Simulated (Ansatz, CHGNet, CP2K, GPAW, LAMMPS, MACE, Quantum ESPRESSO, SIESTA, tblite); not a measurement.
# Which run comes nearest? Liquid K2CO3 at 1190 K (102 atoms)

Density of this cell: 1.90 g/cm³. The cell holds 102 atoms: 17 C, 51 O and 34 K. Its edges and angles: a = 12.710 Å, b = 12.710 Å, c = 12.710 Å, α = 90.0°, β = 90.0°, γ = 90.0°. 34 K+, 17 CO3 2- placed at random, at 1.9 g/cm³; overlaps pushed apart, then 10 ps at 1590 K with harmonic planar carbonate ions with charges +1 on C and -1 on O; Joung-Cheatham ions (J. Phys. Chem. B 112, 9020 (2008)); charges of ions scaled by 0.8. Snapshot after 20 ps at 1190 K and fixed volume.

Geometry: as built.

The reference, a calculation:

* method: Kohn-Sham DFT, PBE, SSSP efficiency 1.3.0 pseudopotentials, plane waves (Quantum ESPRESSO 7.5); sssp-pbe-1.3.0-efficiency, cutoffs 60/480 Ry, Γ point
* r.m.s. force component: 2.734 eV/Å
* longest force: 12.56 eV/Å
* pressure: 6.058 GPa
* gap (highest filled to lowest empty level): 1.244 eV
* time: 18 min on 1 thread of Intel Xeon 6975P-C (Granite Rapids), shared host
* CPU time: 18 min

Runs, in no order:
A. MACE MPA-0 medium potential: machine-learned interatomic potential MACE MPA-0 medium, trained on PBE(+U) plane-wave data
B. SIESTA PBE, SZP, shift 0.01 Ry, mesh 500 Ry: Kohn-Sham DFT, PBE, PseudoDojo 0.4.1 norm-conserving pseudopotentials (converted to PSML), numerical atomic orbitals (SZP), diagonalisation
C. CP2K PBE, DZVP-MOLOPT-SR, 600/50 Ry, TRS4 filter 1e-05, SCF 1e-06: Kohn-Sham DFT, PBE, GTH-PBE pseudopotentials, Gaussian and plane waves, DZVP-MOLOPT-SR-GTH, linear-scaling purification of the density matrix
D. CP2K PBE, DZVP-UZH, 210/50 Ry, diagonalisation: Kohn-Sham DFT, PBE, GTH-PBE pseudopotentials, Gaussian and plane waves, DZVP-MOLOPT (UZH set), diagonalisation

**Question.** Rank the runs by how far their forces lie from the reference's, least first.

A, C, D, B.

| run | Δ force, r.m.s. (meV/Å) | share of r.m.s. force (%) | CPU time |
| --- | --- | --- | --- |
| A. MACE MPA-0 medium potential | 141 | 5.14 | 6.7 s |
| C. CP2K PBE, DZVP-MOLOPT-SR, 600/50 Ry, TRS4 filter 1e-05, SCF 1e-06 | 207 | 7.58 | 5 min |
| D. CP2K PBE, DZVP-UZH, 210/50 Ry, diagonalisation | 305 | 11.2 | 5.2 min |
| B. SIESTA PBE, SZP, shift 0.01 Ry, mesh 500 Ry | 1436 | 52.5 | 5.7 min |

Machine-learned potentials mimic data converged in k, so the reference's own k-point error enters their differences. The network of bonds at the start is that of the classical potential that made the cell, and needn't be the one that DFT or experiment would give. The electronic-structure runs sample only Γ, in a cell whose shortest periodic width is 13 Å.

[Hosts, paths, dates, database ids (printed as entryN), source tags and the programs' standing remarks are cut or masked in the printed files.]
